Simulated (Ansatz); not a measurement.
## LiNbO3 (R3c): G0W0 under other settings

A base run on LiNbO3 (R3c), then changed inputs.

Program: Ansatz 0.2.0. Level of theory: G0W0 on PBE, plane waves, PAW; PAW set soft_1. Results are calculated unless marked as measured.

## (1) Set-up

It takes space group R3c (No. 161, trigonal). Conventional cell: a = 5.152 Å, b = 5.152 Å, c = 13.869 Å, α = 90.00°, β = 90.00°, γ = 120.00°. Nearest to Li lie 6 O at 2.07 to 2.24 Å. Nearest to Nb lie 6 O at 1.88 to 2.13 Å. Nearest to O lie 2 Nb at 1.88 to 2.13 Å and 2 Li at 2.07 to 2.24 Å. Farther neighbours and most contacts between anions are not listed.

Coordinates:

```cif
data_structure
_symmetry_space_group_name_H-M 'R3c:H'
_symmetry_Int_Tables_number 161
_cell_length_a 5.1516
_cell_length_b 5.1516
_cell_length_c 13.8690
_cell_angle_alpha 90.000
_cell_angle_beta 90.000
_cell_angle_gamma 120.000
_cell_volume 318.76
loop_
_atom_site_label
_atom_site_type_symbol
_atom_site_symmetry_multiplicity
_atom_site_Wyckoff_symbol
_atom_site_fract_x
_atom_site_fract_y
_atom_site_fract_z
_atom_site_occupancy
Li1 Li 6 a 0.66667 0.33333 0.05183 1
Nb1 Nb 6 a 0.66667 0.33333 0.33328 1
O1 O 18 b 0.01050 0.38222 0.26991 1
```

The cell and positions come from the Crystallography Open Database and are kept as given unless a step says otherwise.

## (2) The base run: 4×4×4 mesh, 241 empty bands, screening to 100 eV, PAW set soft_1 files

G0W0 replaces the xc potential by the self-energy, built once from these orbitals. Only a window of levels is corrected, while the sums run over the empty bands that the input names. This step takes PAW set soft_1 files.

Contents of input.yaml:

```yaml
crystal:
  lattice:
    - [2.5758, 1.4871388234, 4.623]
    - [-2.5758, 1.4871388234, 4.623]
    - [0.0, -2.9742776468, 4.623]
  atoms:
    - { symbol: Li, position: [0.2815, 0.2815, 0.2815] }
    - { symbol: Li, position: [0.7815, 0.7815, 0.7815] }
    - { symbol: Nb, position: [5.5e-05, 5.5e-05, 5.5e-05] }
    - { symbol: Nb, position: [0.500055, 0.500055, 0.500055] }
    - { symbol: O, position: [0.11231, 0.35836, 0.71959] }
    - { symbol: O, position: [0.71959, 0.11231, 0.35836] }
    - { symbol: O, position: [0.35836, 0.71959, 0.11231] }
    - { symbol: O, position: [0.21959, 0.85836, 0.61231] }
    - { symbol: O, position: [0.85836, 0.61231, 0.21959] }
    - { symbol: O, position: [0.61231, 0.21959, 0.85836] }
kpoints:
  mp_grid: { grid: [4, 4, 4] }
hamiltonian:
  xc: pbe
  pseudopotentials: { kind: paw, azcp: { folder: soft_1 } }
scf:
  occupations: { method: fixed }
gw:
  n_empty_bands: 241
  ecut_chi: 100
  qp_bands: [v3, c3]
  qp_kpoints: band_edges
  screening: { model: contour_deformation }
```

Command:

```
$ ansatz run input.yaml --threads 3 --pin off --max-ram 92160MiB --backend cuda --events-out ev --progress --plain --runs-dir out --devices 1 --max-vram 13GiB
```

Numbers of over 12 decimals in the logs are rounded to 6 here.

The program printed:

```text
GPUs: using 1 of 1 available (devices: 1).
Engine: ansatz 0.2.0, x86_64-unknown-linux-gnu
Pseudopotentials: kind: paw
Pseudopotential: Li, paw, valence charge 3, recommended cutoff 420 eV (normal), soft_1/Li.paw.azcp
Pseudopotential: Nb, paw, valence charge 13, recommended cutoff 420 eV (normal), soft_1/Nb.paw.azcp
Pseudopotential: O, paw, valence charge 6, recommended cutoff 420 eV (normal), soft_1/O.paw.azcp
Functional definition: PBE
  parameter kappa = 0.804
  parameter beta = 0.066725
  exchange = pbe_x(kappa = kappa, mu = beta*pi^2/3)
  correlation = pbe_c(beta = beta)
device memory: the entry about to start is reckoned to put 2.4 GiB on a device that reports 35.6 GiB free (of which the cap on the GPU budget leaves the run 13.0 GiB)
GPU FFT provider: cuFFT
GPU libraries: cuBLAS 13.8.2, cuFFT 12.4.0, cuSOLVER 12.3.4
Crystal: 10 atoms, lattice volume = 106.252 Å³
Basis set: ecut = 420 eV, 2091 PW (Γ)
Bands: 44, of which v1, the nominal top of the filled ones, is band 34 counted from 1 (33 counted from 0)
Symmetry: 6 space group operations
Space group: R3c (ITA 161), of the structure as read, at distance tolerance 4.7e-5 Å
k-points: 13 of 64 (time reversal used)
Non-local potential: Li, projectors of the file, l = 0: 3, l = 1: 2, l = 2: 1
Non-local potential: Nb, projectors of the file, l = 0: 3, l = 1: 2, l = 2: 2, l = 3: 1
Non-local potential: O, projectors of the file, l = 0: 2, l = 1: 2, l = 2: 1
PAW form: soft (Blöchl's): semilocal exchange-correlation on the pseudo side does not see the compensation charge
PAW one-centre angular grid: Li, 110 points (default); XC on 96 Gauss nodes
PAW one-centre angular grid: Nb, 590 points (default); XC on 64 Gauss nodes
PAW one-centre angular grid: O, 110 points (default); XC on 64 Gauss nodes
Initial density: superposition of atomic densities (chi_scale 0.1, normalization cell, long waves kept (reshape's long-wave potential 0.00 eV rms))
Initial wavefunctions: pseudopotential atomic-orbital guess
GPU buffer pool allocated for 64000 grid points (all kernels)
GPU transforms: local potential and band sums: pruned to the plane-wave sphere, on 40×40×40
Functional: x = pbe(κ = 0.804, μ = 0.219515), c = pbe(β = 0.066725)
SCF iter   1: F=—  HF=-12931.266377 eV  |F-HF|=—  |Δ(HF+E_count)|=         —  Δρ=9.52e-2  dr2=9.94e0  ethr=3.10e-3  ⟨swp⟩=4.0  Hψ=2010  notcnv=0  defer=61
preconditioner: auto → Resta (q_TF=auto, 2.533 Å⁻¹)  ε∞=4.9  [insulator: Δε(μ)=4.999 eV  Ē_g=12.681 eV  n_scr=26 (ndim 8)  ℏωp=25.0 eV  f_vac=0.000  ε∞_Penn≈4.9]
SCF iter   2: F=—  HF=-12929.577406 eV  |F-HF|=—  |Δ(HF+E_count)|=    1.69e0  Δρ=4.65e-2  dr2=9.81e-1  ethr=3.10e-3  ⟨swp⟩=2.0  Hψ=1069  notcnv=0  defer=60
[...]
NSCF: frozen V_eff on 1 k-points
SCF converged after 9 iterations
Free energy (F): -12929.529234 eV
Harris-Foulkes:  -12929.529234 eV  (|F-HF|=2.78e-9)
Internal energy: -12929.529234 eV  (E = F + TS)
E sigma→0 (E₀):  -12929.529234 eV
Fermi energy:    7.227932 eV
--- Per-component energies (eV) ---
  E_band       = -524.419154
  E_kinetic    = 1794.698019
  E_local      = -4202.320460  (includes V_loc(G=0)·N_el)
  E_nonlocal   = 453.140253
  E_hartree    = 1466.289269
  E_xc         = -782.158574
  E_vxc        = -976.368759  (∫ρ·V_xc dr)
  E_paw        = -7185.268672  (= ΣΔE_a)
  E_vpaw       = -526.151540  (= ΣTr[D̂ρ^β])
  E_aug_tail   = 0.005261  (compensation charges beyond the density's cutoff)
  E_ewald      = -4473.914330
  E_smearing   = -0.000000  (= −TS)
  E_closure    = -0.000000  (closes the sum)
  Σ components = -12929.529234   (vs F -12929.529234, Δ=0.00e0)
--- Band table (eV; the first three rows and the last of 13) ---
  k-point 0: bands = [... 30 lower, 6.5393, 6.7578, 7.2279, 7.2279, 10.8490, 10.8490, 11.3180, 12.4303, ... 6 higher]
  k-point 1: bands = [... 30 lower, 6.7637, 6.8301, 7.0270, 7.1532, 10.8983, 11.0123, 11.4519, 12.1605, ... 6 higher]
  k-point 2: bands = [... 30 lower, 6.9386, 6.9386, 7.0139, 7.0139, 11.1552, 11.1552, 11.9774, 11.9774, ... 6 higher]
  k-point 12: bands = [... 30 lower, 6.9163, 6.9163, 6.9163, 6.9163, 11.9014, 11.9014, 12.0999, 12.0999, ... 6 higher]
--- G₀W₀: contour deformation, 6 samples at zero and on the imaginary axis and 1 off it, 64 q-points, 241 empty bands' worth ---
  eigenvalues of the whole cell's RPA ε∞ on this k-mesh (on a slab, of 1 + 4πα/V) = 4.9655, 5.1747, 5.1747; static W/v taken at q = 0 is 0.195783
  bands read: the sum over 275 bands ends inside a degenerate multiplet in 3 slots, whose members it reads at an even weight; the widest, k=12: bands 273 to 276 (counted from 1) at 3/4 each
  gw.qp_kpoints: band_edges: 13 of 13 stored k-points solved, in 1 pass; an edge of the gap read off the rows below is read off those points alone
    ik  band        ε_KS         Σx   Σc(E_QP)       V_xc       Z   E_QP_lin       E_QP  E_QP is
     0    32      6.7578   -25.9670     4.9262   -20.5814  0.7352     6.2945     6.2983  root
     0    33      7.2279   -25.7868     4.7317   -20.6816  0.7353     6.8522     6.8545  root
     0    34      7.2279   -25.7868     4.7317   -20.6816  0.7353     6.8522     6.8545  root
     0    35     10.8490   -13.7809    -4.7502   -19.6755  0.7770    12.0113    11.9934  root
     0    36     10.8490   -13.7809    -4.7502   -19.6755  0.7770    12.0113    11.9934  root
     0    37     11.3180   -14.0311    -4.7398   -19.9127  0.7694    12.4798    12.4599  root
     1    32      6.8301   -25.6584     4.7363   -20.5040  0.7344     6.4089     6.4120  root
     1    33      7.0270   -25.4550     4.7426   -20.3005  0.7330     6.6121     6.6151  root
[...]
12    34      6.9163   -25.5578     4.7620   -20.3797  0.7328     6.4971     6.5002  root
    12    35     11.9014   -13.8561    -5.1749   -20.2080  0.7612    13.1031    13.0785  root
    12    36     11.9014   -13.8561    -5.1749   -20.2080  0.7612    13.1031    13.0785  root
    12    37     12.0999   -14.7308    -5.1026   -21.0986  0.7552    13.3956    13.3652  root
```

Run time: 22 s. Hardware: 1 × NVIDIA H100 80GB HBM3 (shared by 6 runs) with 3 threads of AMD EPYC 7R13 (Zen 3), shared host; peak memory 1.3 GiB.

Reading the cycles: dr2 is the Hartree energy of the density residual (eV), the measure of convergence; HF is the Harris–Foulkes estimate of the energy, which meets the free energy F at convergence.

Numbers from this step:

```yaml
bands_summed: 275
rpa_eps_infinity_on_this_mesh_eigenvalues: 4.966, 5.175, 5.175
plane_waves_in_the_screening_matrix: 247
q_points_in_the_mesh: 64
g0w0_gap_on_the_mesh: 5.134 eV
k_of_the_valence_top: 0, 0, 0
k_of_the_conduction_bottom: 0, 0.25, -0.5
starting_gap_on_the_mesh: 3.619 eV
z_at_the_valence_top: 0.7353
z_at_the_conduction_bottom: 0.7780
least_direct_g0w0_gap_on_the_computed_points: 5.139 eV
```

The gap on the mesh goes from 3.62 eV to 5.13 eV, a correction of +1.51 eV. Between the two edge states, bare exchange in place of the xc potential would open the gap by 11.05 eV, and correlation takes back 9.53 eV.

## (3) Variant: potentials

Other atomic data (norm-conserving) test the pseudisation: the cutoff goes from 420 to 1240 eV, with the same valence electrons.

This step: G0W0 on PBE, plane waves, norm-conserving pseudopotentials.

input.yaml, as its differences from that of step 2:

```diff
@@ -20,3 +20,3 @@
   xc: pbe
-  pseudopotentials: { kind: paw, azcp: { folder: soft_1 } }
+  pseudopotentials: { kind: nc }
 scf:
```

The program printed:

```text
GPUs: using 1 of 1 available (devices: 1).
[...]
GPU FFT provider: cuFFT
GPU libraries: cuBLAS 13.8.2, cuFFT 12.4.0, cuSOLVER 12.3.4
Crystal: 10 atoms, lattice volume = 106.252 Å³
Basis set: ecut = 1240 eV, 10569 PW (Γ)
Bands: 44, of which v1, the nominal top of the filled ones, is band 34 counted from 1 (33 counted from 0)
[... 1 set-up line as in the run before ...]
[...]
k-points: 13 of 64 (time reversal used)
[...]
GPU buffer pool allocated for 262144 grid points (all kernels)
[...]
SCF iter   1: F=—  HF=-6804.639892 eV  |F-HF|=—  |Δ(HF+E_count)|=         —  Δρ=9.81e-2  dr2=1.02e1  ethr=3.10e-3  ⟨swp⟩=5.1  Hψ=2027  notcnv=0  defer=95
[...]
SCF iter   9: F=-6802.473007 eV  HF=-6802.473007 eV  |F-HF|=8.23e-10  |Δ(HF+E_count)|=   1.30e-7  Δρ=5.03e-6  dr2=1.52e-8  ethr=1.47e-10  ⟨swp⟩=11.9  Hψ=2398  notcnv=0
SCF 1 converged in 9 iterations: F = -6802.473007 eV  dr2 = 1.52e-8
[...]
0    32      6.8053   -25.9802     4.9300   -20.5791  0.7349     6.3301     6.3342  root
     0    33      7.2738   -25.7995     4.7320   -20.6811  0.7351     6.8850     6.8875  root
     0    34      7.2738   -25.7995     4.7320   -20.6811  0.7351     6.8850     6.8875  root
     0    35     10.8921   -13.7711    -4.7593   -19.6644  0.7769    12.0437    12.0261  root
     0    36     10.8921   -13.7711    -4.7593   -19.6644  0.7769    12.0437    12.0261  root
     0    37     11.3608   -14.0247    -4.7487   -19.9052  0.7693    12.5121    12.4925  root
     1    32      6.8769   -25.6709     4.7387   -20.5020  0.7341     6.4434     6.4467  root
     1    33      7.0744   -25.4700     4.7419   -20.3043  0.7328     6.6474     6.6505  root
[...]
12    34      6.9630   -25.5714     4.7618   -20.3814  0.7326     6.5315     6.5348  root
    12    35     11.9468   -13.8521    -5.1830   -20.2022  0.7611    13.1382    13.1139  root
    12    36     11.9468   -13.8521    -5.1830   -20.2022  0.7611    13.1382    13.1139  root
    12    37     12.1453   -14.7279    -5.1109   -21.0932  0.7551    13.4296    13.3997  root
[key lines of the parts left out:]
SCF converged after 9 iterations
Free energy (F): -6802.473007 eV
Fermi energy:    7.273805 eV
```

Run time: 50 s. Hardware: 1 × NVIDIA H100 80GB HBM3 (shared by 6 runs) with 3 threads; peak memory 2 GiB.

The G0W0 gap on the mesh is 5.133 eV.

Against the base:

| setting | base | variant |
| --- | --- | --- |
| files | PAW set soft_1 | norm-conserving |

| quantity | variant | base |
| --- | --- | --- |
| starting gap on the mesh | 3.616 | 3.619 |
| G0W0 gap on the mesh | 5.133 | 5.134 |
| least direct G0W0 gap on the computed points | 5.139 | 5.139 |
| Z at the valence top | 0.735 | 0.735 |
| Z at the conduction bottom | 0.778 | 0.778 |

## (4) Variant: potentials

This step: G0W0 on PBE, plane waves, PAW.

input.yaml, as its differences from that of step 3:

```diff
@@ -20,3 +20,3 @@
   xc: pbe
-  pseudopotentials: { kind: nc }
+  pseudopotentials: { kind: paw, source: ansatz }
 scf:
```

The program printed:

```text
GPUs: using 1 of 1 available (devices: 1).
[...]
GPU FFT provider: cuFFT
GPU libraries: cuBLAS 13.8.2, cuFFT 12.4.0, cuSOLVER 12.3.4
Crystal: 10 atoms, lattice volume = 106.252 Å³
Basis set: ecut = 930 eV, 6833 PW (Γ)
Bands: 44, of which v1, the nominal top of the filled ones, is band 34 counted from 1 (33 counted from 0)
[... 1 set-up line as in the run before ...]
[...]
k-points: 13 of 64 (time reversal used)
[...]
GPU buffer pool allocated for 262144 grid points (all kernels)
[...]
SCF iter   1: F=—  HF=-12950.510988 eV  |F-HF|=—  |Δ(HF+E_count)|=         —  Δρ=9.94e-2  dr2=1.03e1  ethr=3.10e-3  ⟨swp⟩=5.0  Hψ=1879  notcnv=0  defer=92
[...]
SCF iter   9: F=-12948.399692 eV  HF=-12948.399692 eV  |F-HF|=4.37e-11  |Δ(HF+E_count)|=   1.67e-7  Δρ=2.51e-6  dr2=7.64e-9  ethr=1.47e-10  ⟨swp⟩=10.8  Hψ=2146  notcnv=0
SCF 1 converged in 9 iterations: F = -12948.399692 eV  dr2 = 7.64e-9
[...]
0    32      6.7717   -25.9634     4.9212   -20.5746  0.7351     6.3002     6.3041  root
     0    33      7.2416   -25.7823     4.7251   -20.6740  0.7352     6.8559     6.8583  root
     0    34      7.2416   -25.7823     4.7251   -20.6740  0.7352     6.8559     6.8583  root
     0    35     10.8592   -13.7701    -4.7600   -19.6625  0.7769    12.0091    11.9915  root
     0    36     10.8592   -13.7701    -4.7600   -19.6625  0.7769    12.0091    11.9915  root
     0    37     11.3286   -14.0204    -4.7495   -19.9005  0.7693    12.4787    12.4591  root
     1    32      6.8436   -25.6546     4.7303   -20.4973  0.7343     6.4134     6.4166  root
     1    33      7.0413   -25.4521     4.7352   -20.2957  0.7329     6.6170     6.6201  root
[...]
12    34      6.9300   -25.5542     4.7555   -20.3732  0.7327     6.5012     6.5044  root
    12    35     11.9135   -13.8441    -5.1846   -20.1941  0.7611    13.1031    13.0789  root
    12    36     11.9135   -13.8441    -5.1846   -20.1941  0.7611    13.1031    13.0789  root
    12    37     12.1129   -14.7191    -5.1132   -21.0853  0.7551    13.3957    13.3659  root
[key lines of the parts left out:]
SCF converged after 9 iterations
Free energy (F): -12948.399692 eV
Fermi energy:    7.241577 eV
```

The job ended after 31 s (1 × NVIDIA H100 80GB HBM3 (shared by 6 runs) with 3 threads; peak memory 1.7 GiB).

The G0W0 gap on the mesh is 5.127 eV.

Against the base:

| setting | base | variant |
| --- | --- | --- |
| files | PAW set soft_1 | hard PAW |

| quantity | variant | base |
| --- | --- | --- |
| starting gap on the mesh | 3.614 | 3.619 |
| G0W0 gap on the mesh | 5.127 | 5.134 |
| least direct G0W0 gap on the computed points | 5.133 | 5.139 |
| Z at the valence top | 0.735 | 0.735 |
| Z at the conduction bottom | 0.778 | 0.778 |

## (5) Variant: frequency model

A plasmon pole stands in for the full frequency dependence of the screening; this run shows what that costs in accuracy.

This step: G0W0 on PBE, plane waves, PAW; PAW set soft_1.

input.yaml, as its differences from that of step 4:

```diff
@@ -20,3 +20,3 @@
   xc: pbe
-  pseudopotentials: { kind: paw, source: ansatz }
+  pseudopotentials: { kind: paw, azcp: { folder: soft_1 } }
 scf:
@@ -28,2 +28,2 @@
   qp_kpoints: band_edges
-  screening: { model: contour_deformation }
+  screening: { model: godby_needs }
```

The program printed:

```text
GPUs: using 1 of 1 available (devices: 1).
[...]
GPU FFT provider: cuFFT
GPU libraries: cuBLAS 13.8.2, cuFFT 12.4.0, cuSOLVER 12.3.4
Crystal: 10 atoms, lattice volume = 106.252 Å³
Basis set: ecut = 420 eV, 2091 PW (Γ)
Bands: 44, of which v1, the nominal top of the filled ones, is band 34 counted from 1 (33 counted from 0)
[... 1 set-up line as in the run before ...]
[...]
k-points: 13 of 64 (time reversal used)
[...]
GPU buffer pool allocated for 64000 grid points (all kernels)
[...]
SCF iter   1: F=—  HF=-12931.266377 eV  |F-HF|=—  |Δ(HF+E_count)|=         —  Δρ=9.52e-2  dr2=9.94e0  ethr=3.10e-3  ⟨swp⟩=4.0  Hψ=2010  notcnv=0  defer=61
[...]
SCF iter   9: F=-12929.529234 eV  HF=-12929.529234 eV  |F-HF|=2.78e-9  |Δ(HF+E_count)|=   1.64e-7  Δρ=1.91e-6  dr2=4.01e-9  ethr=1.47e-10  ⟨swp⟩=9.2  Hψ=1875  notcnv=0
SCF 1 converged in 9 iterations: F = -12929.529234 eV  dr2 = 4.01e-9
[...]
0    32      6.7578   -25.9670     4.9441   -20.5814  0.7774     6.3150     6.3162  root
     0    33      7.2279   -25.7868     4.7693   -20.6816  0.7756     6.8914     6.8921  root
     0    34      7.2279   -25.7868     4.7693   -20.6816  0.7756     6.8914     6.8921  root
     0    35     10.8490   -13.7809    -4.6776   -19.6755  0.8101    12.0729    12.0660  root
     0    36     10.8490   -13.7809    -4.6776   -19.6755  0.8101    12.0729    12.0660  root
     0    37     11.3180   -14.0311    -4.6457   -19.9127  0.8065    12.5611    12.5540  root
     1    32      6.8301   -25.6584     4.7544   -20.5040  0.7772     6.4291     6.4301  root
     1    33      7.0270   -25.4550     4.7672   -20.3005  0.7755     6.6387     6.6397  root
[...]
12    34      6.9163   -25.5578     4.7835   -20.3797  0.7758     6.5207     6.5217  root
    12    35     11.9014   -13.8561    -5.0542   -20.2080  0.8041    13.2075    13.1991  root
    12    36     11.9014   -13.8561    -5.0542   -20.2080  0.8041    13.2075    13.1991  root
    12    37     12.0999   -14.7308    -4.9549   -21.0986  0.7996    13.5232    13.5128  root
[key lines of the parts left out:]
SCF converged after 9 iterations
Free energy (F): -12929.529234 eV
Fermi energy:    7.227932 eV
```

The job ended after 31 s (1 × NVIDIA H100 80GB HBM3 (shared by 6 runs) with 3 threads; peak memory 1.8 GiB).

The G0W0 gap on the mesh is 5.164 eV.

Against the base:

| setting | base | variant |
| --- | --- | --- |
| frequency model | contour deformation | plasmon pole |

| quantity | variant | base |
| --- | --- | --- |
| starting gap on the mesh | 3.619 | 3.619 |
| G0W0 gap on the mesh | 5.164 | 5.134 |
| least direct G0W0 gap on the computed points | 5.174 | 5.139 |
| Z at the valence top | 0.776 | 0.735 |
| Z at the conduction bottom | 0.811 | 0.778 |

## (6) Outcome

| Property | Result |
| --- | --- |
| base | 5.13 eV, 22 s |
| potentials | 5.13 eV, 50 s |
| potentials | 5.13 eV, 31 s |
| frequency model | 5.16 eV, 31 s |

**Reading.** Potentials: the gap moves by −0.001 eV and the time by a factor of 2.2 (the plane-wave cutoff goes from 420 to 1240 eV). Potentials: the gap moves by −0.01 eV (the plane-wave cutoff goes from 420 to 930 eV). Frequency model: the gap moves by +0.03 eV. All runs here use a coarse mesh and modest cutoffs; they test settings and are not final values. The many-body steps are scalar-relativistic: spin-orbit coupling is not in them.

[Paths, hosts, dates, memory and timing lines, banners, echoed tables and standing remarks are left out of the program output.]

[Logs are printed without paths, hosts, clocks, repeated set-up lines and the standing remarks that a program may print on its own settings, such as how far it seeks lower states.]

[Runs of the session that timed out or met a known fault of the program may be left out.]

[Cells called generated may have been cut or substituted from an entry of the Crystallography Open Database or the Materials Project.]

[Hosts, paths, dates, database ids (printed as entryN), source tags and the programs' standing remarks are cut or masked in the printed files.]
